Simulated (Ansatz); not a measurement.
# A hypothetical structure for Be2BiAs2

Starting from a made-up structure for Be2BiAs2, the aim is the relaxed cell, its shortest contacts and, where a second run follows, its electronic structure.

Program: Ansatz 0.2.0. Level of theory: DFT, PBEsol, plane-wave PAW, files of the set soft_1, scalar-relativistic, no spin, cell and ions relaxed at zero pressure; PAW set soft_1, in the first sound run; inputs show where later runs differ. Results are calculated unless marked as measured.

## 1. The structure

It takes space group I4/mmm (No. 139, tetragonal). Conventional cell: a = 4.005 Å, b = 4.005 Å, c = 9.619 Å, α = 90.00°, β = 90.00°, γ = 90.00°. Nearest to Bi lie 8 Be at 3.13 Å and 10 As at 3.13 to 3.47 Å. As has 4 Be at 2.27 Å and 1 As at 2.67 Å and 5 Bi at 3.13 to 3.47 Å nearest. Be has 4 As at 2.27 Å and 4 Be at 2.83 Å and 4 Bi at 3.13 Å nearest. Farther neighbours are not listed.

## 2. Relaxing cell and atoms

The guessed cell has no reason to be at equilibrium. It is relaxed with the atoms, within the space group of the guess.

Input file input.yaml:

```yaml
crystal:
  lattice:
    - [-2.0025, 2.0025, 4.8095]
    - [2.0025, -2.0025, 4.8095]
    - [2.0025, 2.0025, -4.8095]
  atoms:
    - { symbol: Bi, position: [0.0, 0.0, 0.0] }
    - { symbol: As, position: [0.639, 0.639, 0.0] }
    - { symbol: As, position: [0.361, 0.361, 0.0] }
    - { symbol: Be, position: [0.75, 0.25, 0.5] }
    - { symbol: Be, position: [0.25, 0.75, 0.5] }
kpoints:
  mp_grid: { grid: [9, 9, 9] }
scf:
  occupations: { method: fermi_dirac, width: 0.05 }
hamiltonian:
  xc: pbesol
  pseudopotentials: { kind: paw, azcp: { folder: soft_1 }, xc_functional: pbe }
relax:
  f_tol: 0.015
  max_steps: 70
  cell: {}
output:
  forces: true
  stress: true
```

Launch:

```
ansatz run input.yaml --threads 4 --pin off --max-ram 8192MiB --backend cpu --events-out ev --progress --plain --runs-dir out
```

Numbers of over 12 decimals in the logs are rounded to 6 here.

The log of the run:

```text
Engine: ansatz 0.2.0, aarch64-unknown-linux-gnu
Pseudopotentials: kind: paw
Pseudopotential: Bi, paw, valence charge 15, recommended cutoff 420 eV (normal), soft_1/Bi.paw.azcp
Pseudopotential: As, paw, valence charge 15, recommended cutoff 420 eV (normal), soft_1/As.paw.azcp
Pseudopotential: Be, paw, valence charge 2, recommended cutoff 420 eV (normal), soft_1/Be.paw.azcp
Functional definition: PBEsol
  exchange = pbesol_x
  correlation = pbesol_c
Crystal: 5 atoms, lattice volume = 77.145 Å³
Basis set: ecut = 420 eV, 1493 PW (Γ), exchange–correlation on 80×80×80 points (8 copies of the dense FFT grid, shifted against one another)
Bands: 30, of which v1, the nominal top of the filled ones, is band 25 counted from 1 (24 counted from 0)
Symmetry: 16 space group operations
Space group: I4/mmm (ITA 139), of the structure as read, at distance tolerance 4.3e-5 Å
k-points: 75 of 729
Non-local potential: Bi, projectors of the file, l = 0: 2, l = 1: 2, l = 2: 2, l = 3: 1
Non-local potential: As, projectors of the file, l = 0: 2, l = 1: 2, l = 2: 3, l = 3: 1
Non-local potential: Be, projectors of the file, l = 0: 2, l = 1: 2, l = 2: 1
PAW form: soft (Blöchl's): semilocal exchange-correlation on the pseudo side does not see the compensation charge
PAW frozen core: Bi, regenerated for the run's functional, and the local potential with it (the file was generated under x = pbe(κ = 0.804, μ = 0.219515), c = pbe(β = 0.066725))
PAW frozen core: As, regenerated for the run's functional, and the local potential with it (the file was generated under x = pbe(κ = 0.804, μ = 0.219515), c = pbe(β = 0.066725))
PAW frozen core: Be, regenerated for the run's functional, and the local potential with it (the file was generated under x = pbe(κ = 0.804, μ = 0.219515), c = pbe(β = 0.066725))
PAW one-centre angular grid: Bi, 590 points (default); XC on 64 Gauss nodes
PAW one-centre angular grid: As, 590 points (default); XC on 64 Gauss nodes
PAW one-centre angular grid: Be, 110 points (default); XC on 64 Gauss nodes
Initial density: superposition of atomic densities (chi_scale 0.1, normalization cell, long waves kept (reshape's long-wave potential 0.00 eV rms))
Initial wavefunctions: pseudopotential atomic-orbital guess
Functional: x = pbesol(κ = 0.804, μ = 0.123457), c = pbesol(β = 0.046)
SCF iter   1: F=—  HF=-22050.087549 eV  |F-HF|=—  |Δ(HF+E_count)|=         —  Δρ=3.28e-2  dr2=2.78e0  ethr=3.10e-3  ⟨swp⟩=6.6  Hψ=9965  notcnv=0
preconditioner: auto → Kerker (q_TF=auto, 2.530 Å⁻¹)  [metal: Δε(μ)=0.007 eV  Ē_g=14.507 eV  σ=0.050 eV  W_gap=0.03  n_scr=22 (ndim 8)  ℏωp=22.8 eV  f_vac=0.000  D(μ)=2.33/eV (n_scr^D=14)]
SCF iter   2: F=—  HF=-22049.657234 eV  |F-HF|=—  |Δ(HF+E_count)|=   4.30e-1  Δρ=2.04e-2  dr2=1.11e0  ethr=3.10e-3  ⟨swp⟩=2.1  Hψ=3208  notcnv=0  defer=16
SCF iter   3: F=—  HF=-22049.373377 eV  |F-HF|=—  |Δ(HF+E_count)|=   2.84e-1  Δρ=3.07e-3  dr2=5.94e-3  ethr=2.27e-3  ⟨swp⟩=3.0  Hψ=3303  notcnv=0  defer=16
SCF iter   4: F=—  HF=-22049.369680 eV  |F-HF|=—  |Δ(HF+E_count)|=   3.70e-3  Δρ=1.87e-3  dr2=2.52e-3  ethr=1.21e-5  ⟨swp⟩=2.1  Hψ=4905  notcnv=0  defer=13
SCF iter   5: F=—  HF=-22049.369604 eV  |F-HF|=—  |Δ(HF+E_count)|=   7.55e-5  Δρ=5.96e-4  dr2=3.78e-4  ethr=5.15e-6  ⟨swp⟩=2.2  Hψ=4054  notcnv=0  defer=13
SCF iter   6: F=—  HF=-22049.369548 eV  |F-HF|=—  |Δ(HF+E_count)|=   5.66e-5  Δρ=1.64e-4  dr2=3.14e-5  ethr=7.72e-7  ⟨swp⟩=2.3  Hψ=3610  notcnv=0  defer=13
SCF iter   7: F=—  HF=-22049.369549 eV  |F-HF|=—  |Δ(HF+E_count)|=   1.79e-6  Δρ=2.54e-5  dr2=5.50e-7  ethr=6.41e-8  ⟨swp⟩=2.0  Hψ=2712  notcnv=0  defer=13
SCF iter   8: F=-22049.369549 eV  HF=-22049.369549 eV  |F-HF|=1.08e-8  |Δ(HF+E_count)|=   7.42e-8  Δρ=9.09e-6  dr2=4.04e-8  ethr=2.04e-10  ⟨swp⟩=5.0  Hψ=8456  notcnv=0
SCF 1 converged in 8 iterations: F = -22049.369549 eV  dr2 = 4.04e-8
  greatest PAW one-centre occupation: 0.999 electrons in one spin orbital (limit 2), on the As atom at site 2 (counted from 0), in its partial waves of l = 2
relax step   1: F+E_penalty+E_count = -22049.36954948 eV  Δ(F+E_penalty+E_count) = +0.000e0 eV  max|allowed force component| = 8.420e-2 eV/Å  Δτ_max = 0.0000 Å  P = +11.937 GPa  Ω = 77.145 Å³  (8 SCF iters, dr2 threshold 1.00e-7 eV, accepted)
Crystal: 5 atoms, lattice volume = 87.247 Å³
Basis set: ecut = 420 eV, 1677 PW (Γ), exchange–correlation on 80×80×80 points (8 copies of the dense FFT grid, shifted against one another)
Initial density: handed on by an earlier stage of this run
Initial wavefunctions: those handed on with the density
iter 1 solved again at ethr=2.78e-4 eV; its pass at ethr=3.10e-3 eV (dr2=1.36e-1 eV) is discarded
SCF iter   1: F=—  HF=-22049.718113 eV  |F-HF|=—  |Δ(HF+E_count)|=         —  Δρ=6.69e-3  dr2=1.36e-1  ethr=2.78e-4  ⟨swp⟩=1.9  Hψ=14670  notcnv=0
preconditioner: auto → Kerker (q_TF=auto, 2.478 Å⁻¹)  [metal: Δε(μ)=0.022 eV  Ē_g=8.462 eV  σ=0.050 eV  W_gap=0.11  n_scr=30 (ndim 8)  ℏωp=17.3 eV  f_vac=0.000  D(μ)=1.96/eV (n_scr^D=10)]
SCF iter   2: F=—  HF=-22049.697965 eV  |F-HF|=—  |Δ(HF+E_count)|=   2.01e-2  Δρ=4.18e-3  dr2=5.53e-2  ethr=2.78e-4  ⟨swp⟩=2.1  Hψ=2607  notcnv=0
SCF iter   3: F=—  HF=-22049.689205 eV  |F-HF|=—  |Δ(HF+E_count)|=   8.76e-3  Δρ=1.09e-3  dr2=1.88e-3  ethr=1.13e-4  ⟨swp⟩=3.0  Hψ=4785  notcnv=0
SCF iter   4: F=—  HF=-22049.684624 eV  |F-HF|=—  |Δ(HF+E_count)|=   4.58e-3  Δρ=6.71e-4  dr2=4.11e-4  ethr=3.84e-6  ⟨swp⟩=2.0  Hψ=4093  notcnv=0
SCF iter   5: F=—  HF=-22049.684462 eV  |F-HF|=—  |Δ(HF+E_count)|=   1.62e-4  Δρ=2.13e-4  dr2=5.89e-5  ethr=8.39e-7  ⟨swp⟩=3.1  Hψ=5102  notcnv=0
SCF iter   6: F=—  HF=-22049.684369 eV  |F-HF|=—  |Δ(HF+E_count)|=   9.29e-5  Δρ=9.07e-5  dr2=8.92e-6  ethr=1.20e-7  ⟨swp⟩=2.0  Hψ=4091  notcnv=0
SCF iter   7: F=—  HF=-22049.684346 eV  |F-HF|=—  |Δ(HF+E_count)|=   2.25e-5  Δρ=2.44e-5  dr2=6.18e-7  ethr=1.82e-8  ⟨swp⟩=2.2  Hψ=4479  notcnv=0
SCF iter   8: F=-22049.684344 eV  HF=-22049.684344 eV  |F-HF|=1.27e-7  |Δ(HF+E_count)|=   2.44e-6  Δρ=4.76e-6  dr2=1.80e-8  ethr=1.02e-9  ⟨swp⟩=5.1  Hψ=9949  notcnv=0
SCF 2 converged in 8 iterations: F = -22049.684344 eV  dr2 = 1.80e-8
relax step   2: F+E_penalty+E_count = -22049.68434359 eV  Δ(F+E_penalty+E_count) = -3.148e-1 eV  max|allowed force component| = 2.573e-1 eV/Å  Δτ_max = 0.0454 Å  P = -0.161 GPa  Ω = 87.247 Å³  energy of the carried Pulay correction = -1.414e-3 eV  (8 SCF iters, dr2 threshold 5.00e-7 eV, accepted)
Crystal: 5 atoms, lattice volume = 86.956 Å³
iter 1 solved again at ethr=2.15e-6 eV; its pass at ethr=3.10e-3 eV (dr2=1.05e-3 eV) is discarded
[...]
relax step   5: F+E_penalty+E_count = -22049.90667792 eV  Δ(F+E_penalty+E_count) = -1.367e-1 eV  max|allowed force component| = 9.866e-1 eV/Å  Δτ_max = 0.0198 Å  P = -0.383 GPa  Ω = 87.218 Å³  energy of the carried Pulay correction = -1.410e-3 eV  (7 SCF iters, dr2 threshold 5.00e-7 eV, accepted)
relax step   6: F+E_penalty+E_count = -22050.15163473 eV  Δ(F+E_penalty+E_count) = -2.450e-1 eV  max|allowed force component| = 1.079e0 eV/Å  Δτ_max = 0.0001 Å  P = -0.979 GPa  Ω = 87.401 Å³  energy of the carried Pulay correction = -1.434e-3 eV  (6 SCF iters, dr2 threshold 5.00e-7 eV, accepted)
relax step   7: F+E_penalty+E_count = -22050.38425112 eV  Δ(F+E_penalty+E_count) = -2.326e-1 eV  max|allowed force component| = 1.106e0 eV/Å  Δτ_max = 0.0047 Å  P = -1.348 GPa  Ω = 86.913 Å³  energy of the carried Pulay correction = -1.370e-3 eV  (7 SCF iters, dr2 threshold 5.00e-7 eV, accepted)
relax step   8: F+E_penalty+E_count = -22050.62574416 eV  Δ(F+E_penalty+E_count) = -2.415e-1 eV  max|allowed force component| = 3.381e-1 eV/Å  Δτ_max = 0.1142 Å  P = +0.506 GPa  Ω = 85.446 Å³  energy of the carried Pulay correction = -1.175e-3 eV  (7 SCF iters, dr2 threshold 5.00e-7 eV, accepted)
relax step   9: F+E_penalty+E_count = -22050.64415160 eV  Δ(F+E_penalty+E_count) = -1.841e-2 eV  max|allowed force component| = 6.456e-2 eV/Å  Δτ_max = 0.0264 Å  P = -0.537 GPa  Ω = 85.448 Å³  energy of the carried Pulay correction = -1.175e-3 eV  (7 SCF iters, dr2 threshold 5.00e-7 eV, accepted)
relax step  10: F+E_penalty+E_count = -22050.64513319 eV  Δ(F+E_penalty+E_count) = -9.816e-4 eV  max|allowed force component| = 3.666e-3 eV/Å  Δτ_max = 0.0034 Å  P = +0.063 GPa  Ω = 85.024 Å³  energy of the carried Pulay correction = -1.118e-3 eV  (6 SCF iters, dr2 threshold 5.00e-7 eV, accepted)
relax step  11: F+E_penalty+E_count = -22050.64516723 eV  Δ(F+E_penalty+E_count) = -3.404e-5 eV  max|allowed force component| = 4.345e-4 eV/Å  Δτ_max = 0.0000 Å  P = +0.004 GPa  Ω = 85.048 Å³  energy of the carried Pulay correction = -1.121e-3 eV  (4 SCF iters, dr2 threshold 6.54e-8 eV, accepted)
relax step  12: F+E_penalty+E_count = -22050.79008762 eV  Δ(F+E_penalty+E_count) = -1.449e-1 eV  max|allowed force component| = 3.186e-3 eV/Å  Δτ_max = 0.0000 Å  P = +1.957 GPa  Ω = 85.048 Å³  stress off target by 5.27e0 GPa  SCF on the basis re-selected at this cell (its energy is not comparable with the rows above)  (9 SCF iters)
relax step  13: F+E_penalty+E_count = -22050.84866746 eV  Δ(F+E_penalty+E_count) = -5.858e-2 eV  max|allowed force component| = 5.973e-3 eV/Å  Δτ_max = 0.0098 Å  P = +0.984 GPa  Ω = 85.949 Å³  energy of the carried Pulay correction = -1.334e-4 eV  (6 SCF iters, dr2 threshold 5.00e-7 eV, accepted)
relax step  14: F+E_penalty+E_count = -22050.86227618 eV  Δ(F+E_penalty+E_count) = -1.361e-2 eV  max|allowed force component| = 2.639e-2 eV/Å  Δτ_max = 0.0082 Å  P = +0.189 GPa  Ω = 86.789 Å³  energy of the carried Pulay correction = -2.682e-4 eV  (6 SCF iters, dr2 threshold 5.00e-7 eV, accepted)
relax step  15: F+E_penalty+E_count = -22050.86299653 eV  Δ(F+E_penalty+E_count) = -7.204e-4 eV  max|allowed force component| = 1.768e-2 eV/Å  Δτ_max = 0.0027 Å  P = -0.049 GPa  Ω = 87.124 Å³  energy of the carried Pulay correction = -3.203e-4 eV  (5 SCF iters, dr2 threshold 3.96e-7 eV, accepted)
relax step  16: F+E_penalty+E_count = -22050.86307234 eV  Δ(F+E_penalty+E_count) = -7.580e-5 eV  max|allowed force component| = 4.751e-4 eV/Å  Δτ_max = 0.0014 Å  P = -0.007 GPa  Ω = 87.044 Å³  energy of the carried Pulay correction = -3.074e-4 eV  (4 SCF iters, dr2 threshold 1.95e-8 eV, accepted)
iter 1 solved again at ethr=1.70e-6 eV; its pass at ethr=3.10e-3 eV (dr2=8.34e-4 eV) is discarded
SCF iter   1: F=—  HF=-22050.863576 eV  |F-HF|=—  |Δ(HF+E_count)|=         —  Δρ=1.15e-4  dr2=5.02e-7  ethr=1.70e-6  ⟨swp⟩=2.5  Hψ=14925  notcnv=0
eigensolver tolerance schedule: the retry pair's looser diagonalisation over-reported the residual by 1659.69 of it (diagonalisation noise at 10.36 of the residual, at the tolerance the schedule requests for it); recorded, not acted on — ethr = c·dr2/N_el stays at c = 1.0e-1
SCF iter   2: F=—  HF=-22050.863568 eV  |F-HF|=—  |Δ(HF+E_count)|=   8.06e-6  Δρ=5.91e-5  dr2=1.39e-7  ethr=1.03e-9  ⟨swp⟩=3.6  Hψ=4960  notcnv=0
SCF iter   3: F=—  HF=-22050.863572 eV  |F-HF|=—  |Δ(HF+E_count)|=   4.71e-6  Δρ=3.79e-6  dr2=3.21e-9  ethr=2.84e-10  ⟨swp⟩=2.0  Hψ=2888  notcnv=0
SCF iter   4: F=—  HF=-22050.863572 eV  |F-HF|=—  |Δ(HF+E_count)|=   1.09e-8  Δρ=1.02e-6  dr2=6.79e-10  ethr=6.55e-12  ⟨swp⟩=2.0  Hψ=4042  notcnv=0
SCF iter   5: F=—  HF=-22050.863572 eV  |F-HF|=—  |Δ(HF+E_count)|=  9.09e-10  Δρ=2.51e-7  dr2=1.04e-10  ethr=1.39e-12  ⟨swp⟩=2.0  Hψ=4084  notcnv=0
SCF iter   6: F=-22050.863572 eV  HF=-22050.863572 eV  |F-HF|=1.09e-11  |Δ(HF+E_count)|=  8.73e-11  Δρ=1.48e-7  dr2=2.43e-11  ethr=1.00e-12  ⟨swp⟩=4.0  Hψ=8050  notcnv=0
SCF 17 converged in 6 iterations: F = -22050.863572 eV  dr2 = 2.43e-11
relax step  17: F+E_penalty+E_count = -22050.86357229 eV  Δ(F+E_penalty+E_count) = -4.999e-4 eV  max|allowed force component| = 5.641e-4 eV/Å  Δτ_max = 0.0000 Å  P = -0.006 GPa  Ω = 87.044 Å³  stress off target by 1.22e-2 GPa  SCF on the basis re-selected at this cell (its energy is not comparable with the rows above)  (6 SCF iters)
basis re-selected at this cell: Δ(F+E_penalty+E_count) = -4.999e-4 eV, ΔP = +0.001 GPa vs the last step (what re-selecting the basis moved, of the pressure what is left beyond the Pulay correction that the steps carried, after the strain that the cell walked since its last selection, with what the two solves' SCF thresholds leave and, on support functions, any second-order correction that the steps lacked; it is no m [...]
SCF converged after 6 iterations
Free energy (F): -22050.863572 eV
Harris-Foulkes:  -22050.863572 eV  (|F-HF|=1.09e-11)
Internal energy: -22050.849872 eV  (E = F + TS)
E sigma→0 (E₀):  -22050.856722 eV
Entropy (-TS):   -0.013700 eV (-2.740 meV/atom)
Fermi energy:    10.458524 eV
--- Per-component energies (eV) ---
  E_band       = -528.988664
  E_kinetic    = 488.942388
  E_local      = -5214.037525  (includes V_loc(G=0)·N_el)
  E_nonlocal   = -364.875922
  E_hartree    = 2702.744036
  E_xc         = -331.679182
  E_vxc        = -320.888500  (∫ρ·V_xc dr)
  E_paw        = -14563.901985  (= ΣΔE_a)
  E_vpaw       = -523.617432  (= ΣTr[D̂ρ^β])
  E_aug_tail   = 0.000177  (compensation charges beyond the density's cutoff)
  E_ewald      = -4770.083577
  E_core_change = 2.041717  (= ΣΔE_core)
  E_smearing   = -0.013700  (= −TS)
  E_closure    = 0.000000  (closes the sum)
  Σ components = -22050.863572   (vs F -22050.863572, Δ=0.00e0)
--- Forces (eV/Å), atoms counted from 1 ---
  atom   1  Bi     0.00000000     0.00000000     0.00000000
  atom   2  As    -0.00000000     0.00000000     0.00056413
  atom   3  As     0.00000000     0.00000000    -0.00056413
  atom   4  Be     0.00000000    -0.00000000     0.00000000
  atom   5  Be     0.00000000     0.00000000     0.00000000
  max |Σ_I F_I| component: 7.59e-19 eV/Å
--- Stress (GPa, compression-positive) ---
       -0.012208      -0.000000       0.000000
       -0.000000      -0.012208       0.000000
        0.000000       0.000000       0.007025
  P = ⅓ Tr σ = -0.0058 GPa (-0.058 kbar)
--- Relaxed structure (15 steps of the walk, 15 accepted, 2 SCFs on fresh bases) ---
  F+E_penalty+E_count = -22050.86357229 eV   max|allowed force component| = 5.641e-4 eV/Å   (the final SCF, on the basis selected at the relaxed cell)
  cell:  # Å, volume = 87.0436 Å³
    - [-1.807249, 1.807249, 6.662556]
    - [1.807249, -1.807249, 6.662556]
    - [1.807249, 1.807249, -6.662556]
  atoms:
    - { symbol: Bi, position: [9.379267416358252e-19, 9.379267416358182e-19, 0] }
    - { symbol: As, position: [0.643484, 0.643484, 0] }
    - { symbol: As, position: [0.356516, 0.356516, 0] }
    - { symbol: Be, position: [0.750000, 0.250000, 0.500000] }
    - { symbol: Be, position: [0.250000, 0.750000, 0.500000] }
```

The job ended after 80 s (4 threads of Arm Neoverse N1, shared host; peak memory 0.57 GiB).

The steps of the relaxation:

| step | energy less that of the first step (eV) | largest force component (eV/Å) | pressure (GPa) | volume (Å³) |
| --- | --- | --- | --- | --- |
| 1 | 0.0000 | 0.0842 | 11.94 | 77.14 |
| 2 | -0.3148 | 0.2573 | -0.16 | 87.25 |
| 3 | -0.3292 | 0.1181 | 0.02 | 86.96 |
| 4 | -0.4004 | 0.6203 | 0.26 | 86.59 |
| 5 | -0.5371 | 0.9866 | -0.38 | 87.22 |
| 6 | -0.7821 | 1.0787 | -0.98 | 87.40 |
| 7 | -1.0147 | 1.1064 | -1.35 | 86.91 |
| 8 | -1.2562 | 0.3381 | 0.51 | 85.45 |
| 9 | -1.2746 | 0.0646 | -0.54 | 85.45 |
| 10 | -1.2756 | 0.0037 | 0.06 | 85.02 |
| 11 | -1.2756 | 0.0004 | 0.00 | 85.05 |
| 12* | -1.4205 | 0.0032 | 1.96 | 85.05 |
| 13 | -1.4791 | 0.0060 | 0.98 | 85.95 |
| 14 | -1.4927 | 0.0264 | 0.19 | 86.79 |
| 15 | -1.4934 | 0.0177 | -0.05 | 87.12 |
| 16 | -1.4935 | 0.0005 | -0.01 | 87.04 |
| 17* | -1.4940 | 0.0006 | -0.01 | 87.04 |

Relaxation steps marked * repeat the geometry before them on a plane-wave basis chosen anew for their cell, so energy and pressure can jump there.

The run keeps the 16 symmetry operations that it works with, so distortions that break them were not tested.

| cell as run | before | after | change |
| --- | --- | --- | --- |
| a (Å) | 5.581 | 7.136 | +27.9 % |
| b (Å) | 5.581 | 7.136 | +27.9 % |
| c (Å) | 5.581 | 7.136 | +27.9 % |
| α (°) | 137.95 | 150.66 | +9.2 % |
| β (°) | 137.95 | 150.66 | +9.2 % |
| γ (°) | 60.98 | 41.97 | -31.2 % |
| volume (Å³/atom) | 15.43 | 17.41 | +12.8 % |

The atoms that moved most (Å, as changes of fractional coordinates times the final cell):

| atom | dx | dy | dz | length |
| --- | --- | --- | --- | --- |
| As3 | 0.000 | 0.000 | -0.060 | 0.060 |
| As2 | 0.000 | 0.000 | 0.060 | 0.060 |

Numbers from this step:

* free energy: -22050.8636 eV
* energy at zero smearing: -22050.8567 eV
* smearing term TS: 0.01370 eV
* Fermi energy: 10.46 eV
* electrons: 49
* symmetry operations: 16
* pressure: -0.005797 GPa

The shortest distance of each pair, which need not be the same contact before and after:

| pair | guess (Å) | relaxed (Å) |
| --- | --- | --- |
| As–Be | 2.269 | 2.298 |
| Be–Be | 2.832 | 2.556 |
| As–Bi | 3.132 | 3.192 |
| Bi–Bi | 4.005 | 3.614 |
| As–As | 2.674 | 3.614 |

The relaxation ends with a largest force component of 5.6e-4 eV/Å and a pressure of -0.01 GPa.

(Part 1 of 2 ends here.)

[Logs are printed without paths, hosts, clocks, repeated set-up lines and the standing remarks that a program may print on its own settings, such as how far it seeks lower states.]

[Hosts, paths, dates, database ids (printed as entryN), source tags and the programs' standing remarks are cut or masked in the printed files.]
